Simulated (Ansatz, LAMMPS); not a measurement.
## Squeezing and shearing glassy 85GeO2-7MgO-7K2O (mol %) (79 atoms)

How stiff is glassy 85GeO2-7MgO-7K2O (mol %) (79 atoms), and how do its levels respond to strain?

Calculated with Ansatz 0.2.0; Kohn-Sham DFT, LDA, PAW (set soft_2), plane waves.

## (1) The starting structure

The cell holds 79 atoms: 23 Ge, 2 Mg, 4 K and 50 O. Cell: a = 10.670 Å, b = 10.670 Å, c = 10.670 Å, α = 90.0°, β = 90.0°, γ = 90.0°. 79 atoms (23 Ge, 2 Mg, 4 K, 50 O) placed at random at 3.57 g/cm³, melted at 4000 K for 10 ps at fixed volume with the Morse and Coulomb pair potential with partial charges (Pedone, Malavasi, Menziani, Cormack and Segre, J. Phys. Chem. B 110, 11780 (2006)). Quenched from 4000 K to 300 K at 20 K/ps and fixed volume, held 10 ps at zero pressure.

Limits known from the start: The quench rate of 20 K/ps is orders of magnitude faster than experiment, which tends to freeze in extra defects. The network of bonds at the start is that of the classical potential that made the cell, and needn't be the one that DFT or experiment would give. The Brillouin zone is sampled at Γ only.

## (2) Single point at the start

The forces at the start show how far the geometry lies from a minimum of this functional.

input.yaml

```yaml
crystal:
  lattice:
    - [10.6696, 0.0, 0.0]
    - [0.0, 10.6696, 0.0]
    - [0.0, 0.0, 10.6696]
  atoms:
    - { symbol: Ge, position: [0.01604, 0.47894, 0.06317] }
    - { symbol: Ge, position: [0.30692, 0.97856, 0.38692] }
    - { symbol: Ge, position: [0.71467, 0.29081, 0.43056] }
    - { symbol: Ge, position: [0.55654, 0.63472, 0.16069] }
    - { symbol: Ge, position: [0.4744, 0.35003, 0.22396] }
    - { symbol: Ge, position: [0.07089, 0.57879, 0.5603] }
    - { symbol: Ge, position: [0.84047, 0.72418, 0.11368] }
    - { symbol: Ge, position: [0.87614, 0.76878, 0.41211] }
    - { symbol: Ge, position: [0.21088, 0.49952, 0.3117] }
    - { symbol: Ge, position: [0.2498, 0.78902, 0.16216] }
    - { symbol: Ge, position: [0.91828, 0.96804, 0.63357] }
    - { symbol: Ge, position: [0.3472, 0.16965, 0.99772] }
    - { symbol: Ge, position: [0.57027, 0.71688, 0.46896] }
    - { symbol: Ge, position: [0.55773, 0.03646, 0.51547] }
    - { symbol: Ge, position: [0.44888, 0.5209, 0.70394] }
    - { symbol: Ge, position: [0.22072, 0.83879, 0.65945] }
    - { symbol: Ge, position: [0.19903, 0.37944, 0.82142] }
    - { symbol: Ge, position: [0.40847, 0.76417, 0.90824] }
    - { symbol: Ge, position: [0.5317, 0.01643, 0.8179] }
    - { symbol: Ge, position: [0.11518, 0.04763, 0.18634] }
    - { symbol: Ge, position: [0.93593, 0.22186, 0.78564] }
    - { symbol: Ge, position: [0.79974, 0.47439, 0.67815] }
    - { symbol: Ge, position: [0.85881, 0.2375, 0.17509] }
    - { symbol: Mg, position: [0.72192, 0.77666, 0.83463] }
    - { symbol: Mg, position: [0.79332, 0.04383, 0.98654] }
    - { symbol: K, position: [0.06108, 0.22855, 0.48081] }
    - { symbol: K, position: [0.63709, 0.32955, 0.92604] }
    - { symbol: K, position: [0.57415, 0.9814, 0.16801] }
    - { symbol: K, position: [0.04668, 0.83124, 0.92014] }
    - { symbol: O, position: [0.9946, 0.667, 0.44136] }
    - { symbol: O, position: [0.50931, 0.48218, 0.13535] }
    - { symbol: O, position: [0.72912, 0.15773, 0.13535] }
    - { symbol: O, position: [0.48669, 0.62916, 0.57945] }
    - { symbol: O, position: [0.9323, 0.13462, 0.911] }
    - { symbol: O, position: [0.29102, 0.4603, 0.70769] }
    - { symbol: O, position: [0.66305, 0.0842, 0.87177] }
    - { symbol: O, position: [0.98416, 0.13827, 0.19236] }
    - { symbol: O, position: [0.33365, 0.89328, 0.24937] }
    - { symbol: O, position: [0.09668, 0.45697, 0.20653] }
    - { symbol: O, position: [0.9036, 0.36411, 0.08518] }
    - { symbol: O, position: [0.30335, 0.28885, 0.89902] }
    - { symbol: O, position: [0.70946, 0.64046, 0.142] }
    - { symbol: O, position: [0.50689, 0.0457, 0.67025] }
    - { symbol: O, position: [0.53641, 0.39079, 0.70778] }
    - { symbol: O, position: [0.56254, 0.87878, 0.48162] }
    - { symbol: O, position: [0.17528, 0.05597, 0.33599] }
    - { symbol: O, position: [0.2385, 0.65124, 0.24799] }
    - { symbol: O, position: [0.21837, 0.10355, 0.07158] }
    - { symbol: O, position: [0.89493, 0.91088, 0.48672] }
    - { symbol: O, position: [0.79451, 0.84664, 0.01474] }
    - { symbol: O, position: [0.58609, 0.32849, 0.33904] }
    - { symbol: O, position: [0.16227, 0.69097, 0.63864] }
    - { symbol: O, position: [0.91743, 0.12626, 0.65313] }
    - { symbol: O, position: [0.15912, 0.48593, 0.46122] }
    - { symbol: O, position: [0.11221, 0.88311, 0.16848] }
    - { symbol: O, position: [0.48461, 0.73704, 0.06365] }
    - { symbol: O, position: [0.44085, 0.61614, 0.8335] }
    - { symbol: O, position: [0.68231, 0.14104, 0.48585] }
    - { symbol: O, position: [0.33878, 0.40866, 0.28708] }
    - { symbol: O, position: [0.8362, 0.29747, 0.32355] }
    - { symbol: O, position: [0.7326, 0.70988, 0.47245] }
    - { symbol: O, position: [0.9526, 0.6259, 0.05571] }
    - { symbol: O, position: [0.31765, 0.83307, 0.77897] }
    - { symbol: O, position: [0.42574, 0.07826, 0.42009] }
    - { symbol: O, position: [0.26831, 0.76863, 0.00624] }
    - { symbol: O, position: [0.85073, 0.35233, 0.77493] }
    - { symbol: O, position: [0.26787, 0.89487, 0.51406] }
    - { symbol: O, position: [0.8646, 0.79093, 0.25651] }
    - { symbol: O, position: [0.95196, 0.52694, 0.64322] }
    - { symbol: O, position: [0.07691, 0.92316, 0.68056] }
    - { symbol: O, position: [0.52498, 0.67682, 0.3176] }
    - { symbol: O, position: [0.54245, 0.85806, 0.85522] }
    - { symbol: O, position: [0.81408, 0.90211, 0.72885] }
    - { symbol: O, position: [0.4233, 0.05248, 0.93418] }
    - { symbol: O, position: [0.74891, 0.40416, 0.54286] }
    - { symbol: O, position: [0.09212, 0.28686, 0.76016] }
    - { symbol: O, position: [0.73795, 0.60262, 0.75221] }
    - { symbol: O, position: [0.12387, 0.46452, 0.93773] }
    - { symbol: O, position: [0.42718, 0.23718, 0.11729] }
kpoints:
  mp_grid: { grid: [1, 1, 1] }
hamiltonian:
  xc: lda
scf:
  occupations: { method: fixed }
output:
  forces: true
```

Launch:

```bash
$ ansatz run input.yaml --threads 4 --pin off --max-ram 8192MiB --backend cpu --events-out ev --progress --plain --runs-dir out
```

Log:

```text
[...]
Pseudopotentials: kind: paw
Pseudopotential: Ge, paw, valence charge 14, recommended cutoff 420 eV (normal), Ge.paw.azcp
Pseudopotential: Mg, paw, valence charge 10, recommended cutoff 420 eV (normal), Mg.paw.azcp
Pseudopotential: K, paw, valence charge 9, recommended cutoff 420 eV (normal), K.paw.azcp
Pseudopotential: O, paw, valence charge 6, recommended cutoff 420 eV (normal), O.paw.azcp
[...]
Crystal: 79 atoms, lattice volume = 1214.631 Å³
Basis set: ecut = 420 eV, 23703 PW (Γ)
Bands: 418, of which v1, the nominal top of the filled ones, is band 339 counted from 1 (338 counted from 0)
Symmetry: 1 space group operations
Space group: P1 (ITA 1), of the structure as read, at distance tolerance 1.1e-4 Å
k-points: 1
[...]
Initial density: superposition of atomic densities (neutral atoms: chi_scale 0, normalization atom), corrected by the library's trained network
Initial wavefunctions: pseudopotential atomic-orbital guess
[...]
SCF iter   1: F=—  HF=-134511.082324 eV  |F-HF|=—  |Δ(HF+E_count)|=         —  Δρ=1.43e-2  dr2=2.28e0  ethr=1.77e-3  ⟨swp⟩=5.0  Hψ=1288  notcnv=0  defer=77
preconditioner: auto → Resta (q_TF=auto, 2.476 Å⁻¹)  ε∞=2.8  [insulator: Δε(μ)=1.231 eV  Ē_g=20.545 eV  n_scr=304 (ndim 8)  ℏωp=27.4 eV  f_vac=0.231  ε∞_Penn≈2.8]
[...]
SCF iter  10: F=—  HF=-134510.400140 eV  |F-HF|=—  |Δ(HF+E_count)|=   2.16e-7  Δρ=4.20e-6  dr2=2.12e-7  ethr=9.03e-11  ⟨swp⟩=2.0  Hψ=572  notcnv=0  defer=75
SCF iter  11: F=-134510.400140 eV  HF=-134510.400140 eV  |F-HF|=9.23e-9  |Δ(HF+E_count)|=   3.42e-8  Δρ=9.86e-7  dr2=1.46e-8  ethr=1.47e-11  ⟨swp⟩=4.0  Hψ=1263  notcnv=0
SCF 1 converged in 11 iterations: F = -134510.400140 eV  dr2 = 1.46e-8
[...]
SCF converged after 11 iterations
Free energy (F): -134510.400140 eV
Harris-Foulkes:  -134510.400140 eV  (|F-HF|=9.23e-9)
Internal energy: -134510.400140 eV  (E = F + TS)
E sigma→0 (E₀):  -134510.400140 eV
Fermi energy:    4.553080 eV
--- Per-component energies (eV) ---
[...]
Σ components = -134510.400140   (vs F -134510.400140, Δ=0.00e0)
--- Forces (eV/Å), atoms counted from 1 ---
  atom   1  Ge     2.21019203    -1.73959330     0.65475927
  atom   2  Ge    -0.49624776    -1.22229778    -0.71615873
  atom   3  Ge    -0.49447154     0.97769737     0.36459255
  atom   4  Ge    -2.16449675    -0.50675393     1.82104558
[...]
atom  79  O      1.97775473     0.13321819     1.52276701
  max |Σ_I F_I| component: 1.21e-4 eV/Å
```

Elapsed: 5.7 s, on 4 threads of Intel Xeon 6975P-C (Granite Rapids), shared host; peak memory 1.5 GiB; 21 s of CPU time.

Reading the cycles: dr2 is the Hartree energy of the density residual (eV), the measure of convergence; HF is the Harris–Foulkes estimate of the energy, which meets the free energy F at convergence.

The r.m.s. force at the start is 1.1 eV/Å.

## (3) Cell and atoms relaxed

Cell and atoms are freed together, to release stress as well as forces.

input.yaml

```yaml
crystal:
  lattice:
    - [10.6696, 0.0, 0.0]
    - [0.0, 10.6696, 0.0]
    - [0.0, 0.0, 10.6696]
  atoms:
    [... the 79 atom lines of step 2 ...]
kpoints:
  mp_grid: { grid: [1, 1, 1] }
hamiltonian:
  xc: lda
scf:
  occupations: { method: fixed }
output:
  forces: true
relax:
  f_tol: 0.05
  max_steps: 150
  cell: {}
```

Log:

```text
[...]
Crystal: 79 atoms, lattice volume = 1214.631 Å³
Basis set: ecut = 420 eV, 23703 PW (Γ)
Bands: 418, of which v1, the nominal top of the filled ones, is band 339 counted from 1 (338 counted from 0)
Symmetry: 1 space group operations
[...]
k-points: 1
[...]
SCF iter   1: F=—  HF=-134511.082324 eV  |F-HF|=—  |Δ(HF+E_count)|=         —  Δρ=1.43e-2  dr2=2.28e0  ethr=1.77e-3  ⟨swp⟩=5.0  Hψ=1288  notcnv=0  defer=77
[...]
SCF iter  10: F=—  HF=-134510.400140 eV  |F-HF|=—  |Δ(HF+E_count)|=   2.16e-7  Δρ=4.20e-6  dr2=2.13e-7  ethr=9.02e-11  ⟨swp⟩=2.0  Hψ=572  notcnv=0  defer=75
SCF iter  11: F=-134510.400140 eV  HF=-134510.400140 eV  |F-HF|=9.34e-9  |Δ(HF+E_count)|=   3.40e-8  Δρ=9.86e-7  dr2=1.46e-8  ethr=1.47e-11  ⟨swp⟩=4.0  Hψ=1263  notcnv=0
SCF 1 converged in 11 iterations: F = -134510.400140 eV  dr2 = 1.46e-8
[...]
relax step   1: F+E_penalty+E_count = -134510.40014049 eV  Δ(F+E_penalty+E_count) = +0.000e0 eV  max|allowed force component| = 3.499e0 eV/Å  Δτ_max = 0.0000 Å  P = +0.289 GPa  Ω = 1214.631 Å³  (11 SCF iters, dr2 threshold 1.00e-7 eV, accepted)
[... from here on, the SCF cycles and remarks between the steps are left out ...]
relax step   2: F+E_penalty+E_count = -134514.92249988 eV  Δ(F+E_penalty+E_count) = -4.522e0 eV  max|allowed force component| = 2.121e0 eV/Å  Δτ_max = 0.1959 Å  P = +0.406 GPa  Ω = 1187.667 Å³  energy of the carried Pulay correction = +1.210e-1 eV  (8 SCF iters, dr2 threshold 7.90e-6 eV, accepted)
relax step   3: F+E_penalty+E_count = -134518.01166929 eV  Δ(F+E_penalty+E_count) = -3.089e0 eV  max|allowed force component| = 6.969e-1 eV/Å  Δτ_max = 0.1990 Å  P = +0.288 GPa  Ω = 1146.856 Å³  energy of the carried Pulay correction = +3.093e-1 eV  (8 SCF iters, dr2 threshold 7.90e-6 eV, accepted)
relax step   4: F+E_penalty+E_count = -134518.75898867 eV  Δ(F+E_penalty+E_count) = -7.473e-1 eV  max|allowed force component| = 4.725e-1 eV/Å  Δτ_max = 0.1948 Å  P = -0.078 GPa  Ω = 1131.637 Å³  energy of the carried Pulay correction = +3.812e-1 eV  (8 SCF iters, dr2 threshold 7.90e-6 eV, accepted)
relax step   5: F+E_penalty+E_count = -134519.37335299 eV  Δ(F+E_penalty+E_count) = -6.144e-1 eV  max|allowed force component| = 4.019e-1 eV/Å  Δτ_max = 0.2000 Å  P = -0.055 GPa  Ω = 1121.589 Å³  energy of the carried Pulay correction = +4.292e-1 eV  (8 SCF iters, dr2 threshold 7.90e-6 eV, accepted)
relax step   6: F+E_penalty+E_count = -134519.86221138 eV  Δ(F+E_penalty+E_count) = -4.889e-1 eV  max|allowed force component| = 6.488e-1 eV/Å  Δτ_max = 0.1936 Å  P = -0.408 GPa  Ω = 1109.966 Å³  energy of the carried Pulay correction = +4.853e-1 eV  (8 SCF iters, dr2 threshold 7.90e-6 eV, accepted)
relax step   7: F+E_penalty+E_count = -134520.20444726 eV  Δ(F+E_penalty+E_count) = -3.422e-1 eV  max|allowed force component| = 3.130e-1 eV/Å  Δτ_max = 0.2000 Å  P = +0.091 GPa  Ω = 1100.923 Å³  energy of the carried Pulay correction = +5.293e-1 eV  (8 SCF iters, dr2 threshold 7.90e-6 eV, accepted)
relax step   8: F+E_penalty+E_count = -134520.38009699 eV  Δ(F+E_penalty+E_count) = -1.756e-1 eV  max|allowed force component| = 1.972e-1 eV/Å  Δτ_max = 0.2000 Å  P = -0.007 GPa  Ω = 1097.843 Å³  energy of the carried Pulay correction = +5.443e-1 eV  (8 SCF iters, dr2 threshold 6.12e-6 eV, accepted)
relax step   9: F+E_penalty+E_count = -134520.41328656 eV  Δ(F+E_penalty+E_count) = -3.319e-2 eV  max|allowed force component| = 3.590e-1 eV/Å  Δτ_max = 0.1751 Å  P = -0.325 GPa  Ω = 1093.783 Å³  energy of the carried Pulay correction = +5.642e-1 eV  (8 SCF iters, dr2 threshold 2.43e-6 eV, accepted)
relax step  10: F+E_penalty+E_count = -134520.45494699 eV  Δ(F+E_penalty+E_count) = -4.166e-2 eV  max|allowed force component| = 3.340e-1 eV/Å  Δτ_max = 0.2000 Å  P = +0.137 GPa  Ω = 1096.091 Å³  energy of the carried Pulay correction = +5.529e-1 eV  (8 SCF iters, dr2 threshold 7.90e-6 eV, accepted)
relax step  11: F+E_penalty+E_count = -134520.49447099 eV  Δ(F+E_penalty+E_count) = -3.952e-2 eV  max|allowed force component| = 2.518e-1 eV/Å  Δτ_max = 0.1210 Å  P = +0.213 GPa  Ω = 1096.425 Å³  energy of the carried Pulay correction = +5.513e-1 eV  (7 SCF iters, dr2 threshold 6.97e-6 eV, accepted)
relax step  12: F+E_penalty+E_count = -134520.51111316 eV  Δ(F+E_penalty+E_count) = -1.664e-2 eV  max|allowed force component| = 1.008e-1 eV/Å  Δτ_max = 0.2000 Å  P = -0.019 GPa  Ω = 1097.510 Å³  energy of the carried Pulay correction = +5.460e-1 eV  (8 SCF iters, dr2 threshold 3.96e-6 eV, accepted)
relax step  13: F+E_penalty+E_count = -134520.52092560 eV  Δ(F+E_penalty+E_count) = -9.812e-3 eV  max|allowed force component| = 7.742e-2 eV/Å  Δτ_max = 0.0477 Å  P = -0.005 GPa  Ω = 1097.805 Å³  energy of the carried Pulay correction = +5.445e-1 eV  (7 SCF iters, dr2 threshold 6.35e-7 eV, accepted)
relax step  14: F+E_penalty+E_count = -134520.52914525 eV  Δ(F+E_penalty+E_count) = -8.220e-3 eV  max|allowed force component| = 4.798e-2 eV/Å  Δτ_max = 0.0826 Å  P = +0.012 GPa  Ω = 1097.150 Å³  energy of the carried Pulay correction = +5.477e-1 eV  (8 SCF iters, dr2 threshold 3.75e-7 eV, accepted)
relax step  15: F+E_penalty+E_count = -134520.23182623 eV  Δ(F+E_penalty+E_count) = +2.973e-1 eV  max|allowed force component| = 4.627e-2 eV/Å  Δτ_max = 0.0000 Å  P = -0.446 GPa  Ω = 1097.150 Å³  stress off target by 5.45e-1 GPa  SCF on the basis re-selected at this cell (its energy is not comparable with the rows above)  (8 SCF iters)
relax step  16: F+E_penalty+E_count = -134520.29732194 eV  Δ(F+E_penalty+E_count) = -6.550e-2 eV  max|allowed force component| = 9.942e-2 eV/Å  Δτ_max = 0.0548 Å  P = +0.252 GPa  Ω = 1086.326 Å³  energy of the carried Pulay correction = +5.085e-2 eV  (8 SCF iters, dr2 threshold 7.42e-7 eV, accepted)
relax step  17: F+E_penalty+E_count = -134520.29618158 eV  Δ(F+E_penalty+E_count) = +1.140e-3 eV  max|allowed force component| = 4.784e-2 eV/Å  Δτ_max = 0.0303 Å  P = +0.024 GPa  Ω = 1087.657 Å³  energy of the carried Pulay correction = +4.466e-2 eV  (6 SCF iters, dr2 threshold 6.18e-7 eV, accepted)
relax step  18: F+E_penalty+E_count = -134520.25247532 eV  Δ(F+E_penalty+E_count) = +4.371e-2 eV  max|allowed force component| = 4.774e-2 eV/Å  Δτ_max = 0.0000 Å  P = -0.014 GPa  Ω = 1087.657 Å³  stress off target by 3.95e-2 GPa  SCF on the basis re-selected at this cell (its energy is not comparable with the rows above)  (7 SCF iters)
[...]
SCF converged after 7 iterations
Free energy (F): -134520.252475 eV
[...]
Internal energy: -134520.252475 eV  (E = F + TS)
E sigma→0 (E₀):  -134520.252475 eV
Fermi energy:    4.879731 eV
[...]
Σ components = -134520.252475   (vs F -134520.252475, Δ=0.00e0)
--- Forces (eV/Å), atoms counted from 1 ---
  atom   1  Ge    -0.00762147     0.00083933     0.00424307
  atom   2  Ge     0.01203831     0.01076519     0.00702566
  atom   3  Ge    -0.01130061     0.01029797    -0.00009391
  atom   4  Ge    -0.00680176    -0.00548735     0.03701321
[...]
atom  79  O     -0.00986101     0.00980323    -0.00458566
  max |Σ_I F_I| component: 3.19e-5 eV/Å
--- Stress (GPa, compression-positive) ---
        0.010714       0.009228       0.008767
        0.009228      -0.030773      -0.008987
        0.008767      -0.008987      -0.021975
  P = ⅓ Tr σ = -0.0140 GPa (-0.140 kbar)
--- Relaxed structure (16 steps of the walk, 16 accepted, 2 SCFs on fresh bases) ---
  F+E_penalty+E_count = -134520.25247532 eV   max|allowed force component| = 4.774e-2 eV/Å   (the final SCF, on the basis selected at the relaxed cell)
  cell:  # Å, volume = 1087.6570 Å³
    - [10.422758, 0.117695, 0.324512]
    - [0.117695, 10.101029, 0.104333]
    - [0.324512, 0.104333, 10.343499]
  atoms:
    - { symbol: Ge, position: [0.019590, 0.480546, 0.068309] }
    - { symbol: Ge, position: [0.302528, 0.975958, 0.387513] }
    - { symbol: Ge, position: [0.681697, 0.301947, 0.424191] }
    - { symbol: Ge, position: [0.545399, 0.625948, 0.172825] }
[...]
- { symbol: O, position: [0.458548, 0.199147, 0.150753] }
```

Run time: 89 s. Hardware: 4 threads; peak memory 1.6 GiB.

The relaxation converged after 16 steps, with a largest force component of 0.048 eV/Å.

(Continued in part 2 of 4.)

[Long decimals in the printed logs are rounded to 6 places.]

[Logs are printed without paths, hosts, clocks, repeated set-up lines and the standing remarks that a program may print on its own settings, such as how far it seeks lower states.]

[Hosts, paths, dates, database ids (printed as entryN), source tags and the programs' standing remarks are cut or masked in the printed files.]
